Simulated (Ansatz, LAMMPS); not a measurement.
# Glassy 69GeO2-31ZnO (mol %) (78 atoms): geometry optimisation

Aim: bring glassy 69GeO2-31ZnO (mol %) (78 atoms) to a nearby minimum of the energy and see what moves.

Calculated with Ansatz 0.2.0; Kohn-Sham DFT, r2SCAN, PAW (set soft_2), plane waves.

### 1. Set-up

The cell holds 78 atoms: 20 Ge, 9 Zn and 49 O. Cell: a = 10.468 Å, b = 10.468 Å, c = 10.468 Å, α = 90.0°, β = 90.0°, γ = 90.0°. 78 atoms (20 Ge, 9 Zn, 49 O) placed at random at 3.98 g/cm³, melted at 4000 K for 10 ps at fixed volume with the Morse and Coulomb pair potential with partial charges (Pedone, Malavasi, Menziani, Cormack and Segre, J. Phys. Chem. B 110, 11780 (2006)). Quenched from 4000 K to 300 K at 20 K/ps and fixed volume, held 10 ps at zero pressure.

What the set-up can't give: The quench rate of 20 K/ps is many orders above laboratory rates, so the cell is likely richer in defects and strain than a real sample. The starting topology of bonds comes from the classical model. The Brillouin zone is sampled at Γ only, in a cell whose shortest periodic width is 10 Å.

### 2. The classical run that made the cell

A classical potential supplies the starting structure, since it reaches far longer times than DFT.

This step: classical MD, Morse and Coulomb pair potential with partial charges (Pedone, Malavasi, Menziani, Cormack and Segre, J. Phys. Chem. B 110, 11780 (2006)) (LAMMPS 22 Jul 2025 - Update 4).

in.lmp reads:

```
# melt-quench of Ge20Zn9O49
units metal
atom_style charge
boundary p p p
region box block 0 10.5614 0 10.5614 0 10.5614
create_box 3 box
mass 1 72.6300   # Ge
mass 2 65.3800   # Zn
mass 3 15.9990   # O
create_atoms 1 random 20 805973 NULL overlap 1.5 maxtry 2000
create_atoms 2 random 9 805980 NULL overlap 1.5 maxtry 2000
create_atoms 3 random 49 805987 NULL overlap 1.5 maxtry 2000
pair_style hybrid/overlay pedone 5.5 coul/long 8.0
pair_coeff * * coul/long
pair_coeff 1 3 pedone 0.158118 2.294230 2.261313 5   # Ge-O
pair_coeff 2 3 pedone 0.001221 3.150679 2.851850 1   # Zn-O
pair_coeff 3 3 pedone 0.042395 1.379316 3.618701 22   # O-O
set type 1 charge 2.4
set type 2 charge 1.2
set type 3 charge -1.2
kspace_style pppm 1.0e-4
neigh_modify delay 0 every 1 check yes
thermo_style custom step time temp pe press density
thermo_modify norm yes
timestep 0.002
thermo 100
min_style cg
minimize 1e-4 1e-4 200 2000
reset_timestep 0
velocity all create 4000 805974 mom yes dist gaussian
fix lim all nve/limit 0.05
fix lan all langevin 4000 4000 0.2 805975 zero yes
thermo 500
run 1000 post no
# [... 7 lines left out ...]
fix md all nvt temp 4000 300 0.2
run 92500 post no
unfix md
thermo 1666
fix md all npt temp 300 300 0.2 iso 0 0 2
run 5000 post no
unfix md
write_dump all custom glass.dump id type xs ys zs modify sort id
```

Started as:

```sh
$ lmp -in in.lmp -log none -nocite
```

The program printed:

```text
LAMMPS (22 Jul 2025 - Update 4)
Created orthogonal box = (0 0 0) to (10.5614 10.5614 10.5614)
Created 20 atoms
Created 9 atoms
Created 49 atoms
PPPM initialization ...
  G vector (1/distance) = 0.3853111
  grid = 12 12 12
  estimated relative force accuracy = 4.8971278e-05
   Step          Time           Temp          PotEng         Press         Density
         0   0              0              0.40189969     601671.03      3.9819755
        86   0.172          0             -14.428947     -33800.901      3.9819755
Loop time of 0.0708259 s on 1 core for 86 steps with 78 atoms
Minimization stats:
  Stopping criterion = energy tolerance
[... 17 lines left out ...]
[... 1 line left out ...]
Loop time of 3.24684 s on 1 core for 5000 steps with 78 atoms
   Step          Time           Temp          PotEng         Press         Density
[... 12 lines left out ...]
Loop time of 59.2721 s on 1 core for 92500 steps with 78 atoms
   Step          Time           Temp          PotEng         Press         Density
[... 1 line left out ...]
     99960   199.92         294.8028      -14.543466     -72.456633      4.1000997
    101626   203.252        261.40063     -14.548305     -3171.5925      4.078524
    103292   206.584        317.26382     -14.545227      3846.2624      4.1588589
    103500   207            255.71864     -14.544315      4887.7911      4.089194
Loop time of 4.37424 s on 1 core for 5000 steps with 78 atoms
```

It took 68 s on 1 thread of Intel Xeon at 2.80GHz (Skylake/Cascade Lake), shared host; peak memory 0.32 GiB.

### 3. Single point at the start

A single point comes first, to see the forces before anything moves.

input.yaml reads:

```yaml
crystal:
  lattice:
    - [10.46827, 0.0, 0.0]
    - [0.0, 10.46827, 0.0]
    - [0.0, 0.0, 10.46827]
  atoms:
    - { symbol: Ge, position: [0.43747, 0.06195, 0.31239] }
    - { symbol: Ge, position: [0.78025, 0.37304, 0.64663] }
    - { symbol: Ge, position: [0.51455, 0.34224, 0.83452] }
    - { symbol: Ge, position: [0.61642, 0.02272, 0.53251] }
    - { symbol: Ge, position: [0.17979, 0.0398, 0.51008] }
    - { symbol: Ge, position: [0.10667, 0.957, 0.20307] }
    - { symbol: Ge, position: [0.69597, 0.95819, 0.16484] }
    - { symbol: Ge, position: [0.23192, 0.36406, 0.89517] }
    - { symbol: Ge, position: [0.01252, 0.70082, 0.32003] }
    - { symbol: Ge, position: [0.13588, 0.35975, 0.58066] }
    - { symbol: Ge, position: [0.37894, 0.35341, 0.19259] }
    - { symbol: Ge, position: [0.74278, 0.27436, 0.06455] }
    - { symbol: Ge, position: [0.73837, 0.67362, 0.70445] }
    - { symbol: Ge, position: [0.28689, 0.55763, 0.3889] }
    - { symbol: Ge, position: [0.62318, 0.7204, 0.99285] }
    - { symbol: Ge, position: [0.40032, 0.06256, 0.76578] }
    - { symbol: Ge, position: [0.01268, 0.15743, 0.96736] }
    - { symbol: Ge, position: [0.35029, 0.8743, 0.02735] }
    - { symbol: Ge, position: [0.12381, 0.66291, 0.89613] }
    - { symbol: Ge, position: [0.57176, 0.72592, 0.43834] }
    - { symbol: Zn, position: [0.66593, 0.51867, 0.21978] }
    - { symbol: Zn, position: [0.62575, 0.30532, 0.37309] }
    - { symbol: Zn, position: [0.29493, 0.55477, 0.68419] }
    - { symbol: Zn, position: [0.88666, 0.40856, 0.34957] }
    - { symbol: Zn, position: [0.90386, 0.94562, 0.43687] }
    - { symbol: Zn, position: [0.91662, 0.08174, 0.6828] }
    - { symbol: Zn, position: [0.01941, 0.78314, 0.62699] }
    - { symbol: Zn, position: [0.88958, 0.87044, 0.88016] }
    - { symbol: Zn, position: [0.88013, 0.60109, 0.0705] }
    - { symbol: O, position: [0.15977, 0.66523, 0.36963] }
    - { symbol: O, position: [0.92821, 0.57998, 0.24765] }
    - { symbol: O, position: [0.16062, 0.20712, 0.5233] }
    - { symbol: O, position: [0.62564, 0.32174, 0.962] }
    - { symbol: O, position: [0.28134, 0.45838, 0.26255] }
    - { symbol: O, position: [0.25962, 0.46512, 0.51908] }
    - { symbol: O, position: [0.89713, 0.26869, 0.6832] }
    - { symbol: O, position: [0.55638, 0.12799, 0.41264] }
    - { symbol: O, position: [0.77902, 0.04723, 0.55176] }
    - { symbol: O, position: [0.9455, 0.75627, 0.45749] }
    - { symbol: O, position: [0.63471, 0.68707, 0.29744] }
    - { symbol: O, position: [0.42344, 0.63809, 0.42434] }
    - { symbol: O, position: [0.94473, 0.04403, 0.86259] }
    - { symbol: O, position: [0.40873, 0.46743, 0.80868] }
    - { symbol: O, position: [0.34898, 0.3589, 0.02857] }
    - { symbol: O, position: [0.30928, 0.01568, 0.40084] }
    - { symbol: O, position: [0.26777, 0.94007, 0.14695] }
    - { symbol: O, position: [0.37729, 0.19713, 0.24129] }
    - { symbol: O, position: [0.89836, 0.26865, 0.00016] }
    - { symbol: O, position: [0.28765, 0.0295, 0.65036] }
    - { symbol: O, position: [0.0369, 0.06012, 0.10015] }
    - { symbol: O, position: [0.38972, 0.97705, 0.89699] }
    - { symbol: O, position: [0.97081, 0.69807, 0.94096] }
    - { symbol: O, position: [0.70172, 0.58644, 0.04792] }
    - { symbol: O, position: [0.79306, 0.9418, 0.29354] }
    - { symbol: O, position: [0.52362, 0.40494, 0.25172] }
    - { symbol: O, position: [0.65402, 0.68262, 0.56639] }
    - { symbol: O, position: [0.01349, 0.42008, 0.49197] }
    - { symbol: O, position: [0.71719, 0.85103, 0.04098] }
    - { symbol: O, position: [0.85408, 0.79042, 0.72181] }
    - { symbol: O, position: [0.56502, 0.88877, 0.46127] }
    - { symbol: O, position: [0.47639, 0.76681, 0.03497] }
    - { symbol: O, position: [0.04449, 0.96771, 0.59031] }
    - { symbol: O, position: [0.16441, 0.51207, 0.9484] }
    - { symbol: O, position: [0.17005, 0.3835, 0.73842] }
    - { symbol: O, position: [0.79465, 0.52404, 0.70864] }
    - { symbol: O, position: [0.40332, 0.21794, 0.81865] }
    - { symbol: O, position: [0.14356, 0.67067, 0.72907] }
    - { symbol: O, position: [0.538, 0.04223, 0.67244] }
    - { symbol: O, position: [0.08116, 0.00799, 0.35894] }
    - { symbol: O, position: [0.62006, 0.34184, 0.709] }
    - { symbol: O, position: [0.63515, 0.70791, 0.83084] }
    - { symbol: O, position: [0.23162, 0.77382, 0.95736] }
    - { symbol: O, position: [0.76269, 0.34616, 0.2132] }
    - { symbol: O, position: [0.15384, 0.22074, 0.92262] }
    - { symbol: O, position: [0.53173, 0.97694, 0.20314] }
    - { symbol: O, position: [0.03464, 0.8098, 0.20486] }
    - { symbol: O, position: [0.70802, 0.11592, 0.10936] }
    - { symbol: O, position: [0.74489, 0.37982, 0.48488] }
kpoints:
  mp_grid: { grid: [1, 1, 1] }
hamiltonian:
  xc: r2scan
scf:
  occupations: { method: fixed }
output:
  forces: true
  stress: true
  populations: intrinsic
  dos:
    method: { smearing: { sigma: 0.15 } }
    de: 0.1
    projected: { site_lists: { Ge: [Ge], O: [O], Zn: [Zn] } }
  eigenvalues: true
```

Started as:

```sh
$ ansatz run input.yaml --threads 4 --pin off --max-ram 8192MiB --backend cpu --events-out ev --progress --plain --runs-dir out
```

The program printed:

```text
Engine: ansatz 0.2.0, aarch64-unknown-linux-gnu
Pseudopotentials: kind: paw
Pseudopotential: Ge, paw, valence charge 14, recommended cutoff 500 eV (meta_gga), Ge.paw.azcp
Pseudopotential: Zn, paw, valence charge 12, recommended cutoff 500 eV (meta_gga), Zn.paw.azcp
Pseudopotential: O, paw, valence charge 6, recommended cutoff 500 eV (meta_gga), O.paw.azcp
[... 6 lines on functional and potentials left out ...]
Crystal: 78 atoms, lattice volume = 1147.162 Å³
Basis set: ecut = 500 eV, 29039 PW (Γ), exchange–correlation on 320×320×320 points (64 copies of the dense FFT grid, shifted against one another)
Bands: 419, of which v1, the nominal top of the filled ones, is band 341 counted from 1 (340 counted from 0)
Symmetry: 1 space group operations
Space group: P1 (ITA 1), of the structure as read, at distance tolerance 1.0e-4 Å
k-points: 1
[... 10 lines on functional and potentials left out ...]
Initial density: superposition of atomic densities (neutral atoms: chi_scale 0, normalization atom), corrected by the library's trained network
Initial wavefunctions: pseudopotential atomic-orbital guess
Functional: x = r2scan, c = r2scan; τ floored in thin density (d = 2e-4 eV/Å³)
SCF iter   1: F=—  HF=-143841.541979 eV  |F-HF|=—  |Δ(HF+E_count)|=         —  Δρ=1.24e-2  dr2=1.01e0  dr2_τ=4.01e0  ethr=1.77e-3  ⟨swp⟩=5.0  Hψ=1405  notcnv=0  defer=75
preconditioner: auto → Resta (q_TF=auto, 2.502 Å⁻¹)  ε∞=3.0  [insulator: Δε(μ)=2.106 eV  Ē_g=20.141 eV  n_scr=304 (ndim 8)  ℏωp=28.6 eV  f_vac=0.237  ε∞_Penn≈3.0]
SCF iter   2: F=—  HF=-143842.411798 eV  |F-HF|=—  |Δ(HF+E_count)|=   8.70e-1  Δρ=4.99e-3  dr2=1.57e-1  dr2_τ=1.49e-2  ethr=1.49e-4  ⟨swp⟩=2.0  Hψ=727  notcnv=0  defer=74
SCF iter   3: F=—  HF=-143842.403978 eV  |F-HF|=—  |Δ(HF+E_count)|=   7.82e-3  Δρ=3.22e-3  dr2=5.68e-2  dr2_τ=2.75e-3  ethr=2.30e-5  ⟨swp⟩=2.0  Hψ=529  notcnv=0  defer=76
SCF iter   4: F=—  HF=-143842.400675 eV  |F-HF|=—  |Δ(HF+E_count)|=   3.30e-3  Δρ=5.90e-4  dr2=3.65e-3  dr2_τ=6.27e-4  ethr=8.33e-6  ⟨swp⟩=2.0  Hψ=526  notcnv=0  defer=76
SCF iter   5: F=—  HF=-143842.400194 eV  |F-HF|=—  |Δ(HF+E_count)|=   4.81e-4  Δρ=1.97e-4  dr2=4.09e-4  dr2_τ=3.27e-5  ethr=5.36e-7  ⟨swp⟩=2.0  Hψ=624  notcnv=0  defer=76
SCF iter   6: F=—  HF=-143842.400525 eV  |F-HF|=—  |Δ(HF+E_count)|=   3.31e-4  Δρ=1.38e-4  dr2=1.88e-4  dr2_τ=2.16e-5  ethr=6.00e-8  ⟨swp⟩=2.0  Hψ=590  notcnv=0  defer=70
SCF iter   7: F=—  HF=-143842.400514 eV  |F-HF|=—  |Δ(HF+E_count)|=   1.16e-5  Δρ=3.18e-5  dr2=1.17e-5  dr2_τ=5.63e-7  ethr=2.76e-8  ⟨swp⟩=2.0  Hψ=594  notcnv=0  defer=70
SCF iter   8: F=—  HF=-143842.400449 eV  |F-HF|=—  |Δ(HF+E_count)|=   6.50e-5  Δρ=1.75e-5  dr2=3.17e-6  dr2_τ=1.85e-7  ethr=1.72e-9  ⟨swp⟩=2.0  Hψ=696  notcnv=0  defer=70
SCF iter   9: F=—  HF=-143842.400450 eV  |F-HF|=—  |Δ(HF+E_count)|=   1.23e-6  Δρ=8.59e-6  dr2=7.84e-7  dr2_τ=2.16e-8  ethr=4.65e-10  ⟨swp⟩=2.0  Hψ=552  notcnv=0  defer=70
SCF iter  10: F=-143842.400451 eV  HF=-143842.400450 eV  |F-HF|=6.27e-8  |Δ(HF+E_count)|=   4.66e-7  Δρ=2.32e-6  dr2=6.91e-8  dr2_τ=3.21e-9  ethr=1.47e-11  ⟨swp⟩=10.0  Hψ=2187  notcnv=0
SCF 1 converged in 10 iterations: F = -143842.400451 eV  dr2 = 6.91e-8
  greatest PAW one-centre occupation: 0.999 electrons in one spin orbital (limit 2), on the Ge atom at site 4 (counted from 0), in its partial waves of l = 2
SCF converged after 10 iterations
Free energy (F): -143842.400451 eV
Harris-Foulkes:  -143842.400450 eV  (|F-HF|=6.27e-8)
Internal energy: -143842.400451 eV  (E = F + TS)
E sigma→0 (E₀):  -143842.400451 eV
Fermi energy:    4.004376 eV
--- Per-component energies (eV) ---
  E_band       = -5669.115826
  E_kinetic    = 12056.889025
  E_local      = -102288.180634  (includes V_loc(G=0)·N_el)
  E_nonlocal   = 16526.119700
  E_hartree    = 43459.878822
  E_xc         = -6038.484686
  E_vxc        = -6952.773126  (∫ρ·V_xc dr)
  E_paw        = -65393.095817  (= ΣΔE_a)
  E_vpaw       = -12369.659581  (= ΣTr[D̂ρ^β])
  E_aug_tail   = 0.050882  (compensation charges beyond the density's cutoff)
  E_vtau       = 438.702821  (kinetic-family band-sum trace: ∫τ·v_τ [+ j·A + Jᵃ·Aᵃ] dr)
  E_ewald      = -42140.653754
  E_core_change = -24.923989  (= ΣΔE_core)
  E_smearing   = -0.000000  (= −TS)
  E_closure    = 0.000000  (closes the sum)
  Σ components = -143842.400451   (vs F -143842.400451, Δ=0.00e0)
--- Forces (eV/Å), atoms counted from 1 ---
  atom   1  Ge    -0.14482014    -0.24655986    -0.54625002
  atom   2  Ge    -1.53639176    -1.07123763     0.55939646
  atom   3  Ge     1.39247168    -0.04934679    -0.34160022
  atom   4  Ge     1.42596993     0.99887494     0.76939302
  atom   5  Ge     1.40775087     1.47275203     0.60755588
  atom   6  Ge     1.22542327     0.15448739     0.50332070
  atom   7  Ge     0.12555116     2.08163136     2.44061038
  atom   8  Ge     1.66854944     1.57448532     1.25876724
  atom   9  Ge    -1.09308189    -0.74623114     1.25924249
  atom  10  Ge    -1.70769507    -1.73043673    -2.25889744
  atom  11  Ge     0.87719926    -1.38805591    -1.99413503
  atom  12  Ge     0.41726741    -3.16628611    -0.10420276
  atom  13  Ge    -0.65835575     0.61388857     0.33880668
  atom  14  Ge    -0.92184285     2.04831096    -1.05756427
[...]
atom  77  O      0.39080517     0.76571854    -0.90736213
  atom  78  O     -0.00239430     0.17601416    -2.01848272
  max |Σ_I F_I| component: 8.92e-5 eV/Å
--- Stress (GPa, compression-positive) ---
        0.174472       0.312793      -0.714931
        0.312792       1.761144      -0.355382
       -0.714934      -0.355383       1.751257
  P = ⅓ Tr σ = 1.2290 GPa (12.290 kbar)
--- Band table (eV) ---
  k-point 0: bands = ["-21.6302", "-21.5525", "-21.5305", "-21.4969", [... 403 levels ...], "13.7333", "13.7994", "13.8686", "13.9036", "13.9445", "14.0583", "14.0777", "14.1563", "14.1837", "14.2475", "14.2606", "14.3283"]
--- intrinsic populations: 78 sites ---
  site symbol       q [e]
     0     Ge     12.3317
     1     Ge     12.3584
     2     Ge     12.3363
[...]
77      O      7.1547
  spilling = -0.000000 (of n_electrons = 682.000000)
```

Run time: 50 s. Hardware: 4 threads of Arm Neoverse V2, shared host; peak memory 3.4 GiB.

Numbers from this run:

| Item | Value |
| --- | --- |
| free energy | -143842.4005 eV |
| free energy per atom | -1844.1333 eV/atom |
| SCF cycles | 10 |
| pressure | 1.229 GPa |
| r.m.s. force component | 1.076 eV/Å |
| longest force | 3.951 eV/Å |
| Fermi energy | 4.004 eV |
| gap (highest filled to lowest empty level) | 1.923 eV |

The r.m.s. force component of 1.1 eV/Å and the pressure of 1.2 GPa set the starting point.

Neighbours are counted within 2.12 Å (O-Ge), 2.43 Å (O-Zn).

Length of the force by element and coordination:

| element | coordination | atoms | mean length of the force (eV/Å) | spread | least | most |
| --- | --- | --- | --- | --- | --- | --- |
| Ge | all | 20 | 2.21 | 0.936 | 0.617 | 3.92 |
| Ge | 4 | 19 | 2.22 | 0.960 | 0.617 | 3.92 |
| Ge | 5 | 1 | 2.13 | 0 | 2.13 | 2.13 |
| O | all | 49 | 1.51 | 0.789 | 0.221 | 3.95 |
| O | 2 | 33 | 1.55 | 0.836 | 0.221 | 3.95 |
| O | 3 | 14 | 1.44 | 0.667 | 0.672 | 2.88 |
| O | 4 | 2 | 1.19 | 0.650 | 0.543 | 1.84 |
| Zn | all | 9 | 1.17 | 0.381 | 0.544 | 1.78 |
| Zn | 3 | 2 | 1.18 | 0.119 | 1.06 | 1.30 |
| Zn | 4 | 6 | 1.26 | 0.373 | 0.886 | 1.78 |
| Zn | 5 | 1 | 0.544 | 0 | 0.544 | 0.544 |

(Continued in part 2 of 3.)

[Logs are printed without paths, hosts, clocks, repeated set-up lines and the standing remarks that a program may print on its own settings, such as how far it seeks lower states.]

[Hosts, paths, dates, database ids (printed as entryN), source tags and the programs' standing remarks are cut or masked in the printed files.]
